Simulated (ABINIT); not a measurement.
Planning a run of ABINIT 10.8.3 on AlN (P6_3mc). The input:

```
acell 3*1.0 Angstrom
rprim 
  3.113000000011 -0.000000000003 0.000000000000
  -1.556500000003 2.695937081992 0.000000000000
  0.000000000000 0.000000000000 4.981000000000
ntypat 2
znucl 13 7
natom 4
typat 1 1 2 2
xred 
  0.333333333333 0.666666666667 0.000000000000
  0.666666666667 0.333333333333 0.500000000000
  0.333333333333 0.666666666667 0.380000000000
  0.666666666667 0.333333333333 0.880000000000
pp_dirpath "pseudos"
pseudos "Al.upf, N.upf"
ecut 36
ngkpt 3 3 2
nshiftk 1
shiftk 0 0 0
kptopt 1
chksymbreak 0
irdden 1
istwfk *1
nband 140
prtvol 0
optdriver 6
gwr_task "HDIAGO"
paral_kgb 0
occopt 1
indata_prefix "in"
outdata_prefix "out"
tmpdata_prefix "tmp"
```

The database entry behind the starting cell differs from later determinations by our own check (inner coordinate u about 0.002 short), so it need not match the best structure at ambient conditions.

```sh
OMP_NUM_THREADS=1 mpirun -n 4 abinit run.abi > log
```

**Question.** Estimate wall time and host memory on 4 MPI ranks of Arm Neoverse V1, shared host.

It took 35 s; on shared hardware allow 18 s to 70 s. Peak host memory was 2.0 GiB.

[Paths, hosts, dates, memory and timing lines, banners, echoed tables and standing remarks are left out of the program output.]

[Logs are printed without paths, hosts, clocks, repeated set-up lines and the standing remarks that a program may print on its own settings, such as how far it seeks lower states.]

[Runs of the session that timed out or met a known fault of the program may be left out.]

[Hosts, paths, dates, database ids (printed as entryN), source tags and the programs' standing remarks are cut or masked in the printed files.]

[G0W0 gaps are taken among the corrected bands and points alone; a level outside them can change the order at an edge.]

[Where Ansatz stands beside ABINIT at settings called matched, ABINIT's density can come from a denser mesh and the files from another edition; pairs whose starting gaps differed by over 0.03 eV were left out, so agreement reads better than it is.]
